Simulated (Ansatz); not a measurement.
G0W0 rungs for WSe2 (P6_3/mmc).

The database entry behind the starting cell differs from later determinations by our own check (a about 0.2 % long), so it need not match the best structure at ambient conditions.

```xyz
6
Lattice="3.2900 0.0000 0.0000 -1.6450 2.8492 0.0000 0.0000 0.0000 12.9700" Properties=species:S:1:pos:R:3 pbc="T T T"
W     0.0000    1.8995    3.2425
W     1.6450    0.9497    9.7275
Se    0.0000    1.8995    8.0544
Se    1.6450    0.9497    1.5694
Se    0.0000    1.8995   11.4006
Se    1.6450    0.9497    4.9156
```

The cell and positions come from the Crystallography Open Database and are kept as given unless a step says otherwise. Spin-orbit coupling is left out unless a run names it.

Runs so far (Ansatz 0.2.0, start PBE, PAW set soft_1 files, 6×6×2 mesh). Times are wall times on 1 × NVIDIA H100 80GB HBM3 (shared by 6 runs) with 2 threads of AMD EPYC 7R13 (Zen 3), shared host, good to a factor of about two.

```csv
bands summed,cutoff (eV),gap on the mesh (eV),time
143,50,1.163,24 s
322,100,1.244,39 s
553,150,1.276,76 s
946,220,1.297,3.1 min
```

Q: What should the next rung give, with 1480 bands and screening to 300 eV, and where is the limit?

The error falls about as one over the bands when the cutoff rises with them. A line through the two highest rungs given predicts 1.308 eV; the run gave 1.308 eV, close to it. The two highest rungs put the limit near 1.326 eV, the pair below near 1.327 eV; their difference is a rough measure of what is unsettled in bands and cutoff; the mesh is a separate error.

Gaps are over the mesh's points; an edge off the mesh would be missed. Limits: not at the basis limit; no spin-orbit coupling; coarse k mesh.

[Paths, hosts, dates, memory and timing lines, banners, echoed tables and standing remarks are left out of the program output.]

[Logs are printed without paths, hosts, clocks, repeated set-up lines and the standing remarks that a program may print on its own settings, such as how far it seeks lower states.]

[Runs of the session that timed out or met a known fault of the program may be left out.]

[Cells called generated may have been cut or substituted from an entry of the Crystallography Open Database or the Materials Project.]

[Hosts, paths, dates, database ids (printed as entryN), source tags and the programs' standing remarks are cut or masked in the printed files.]
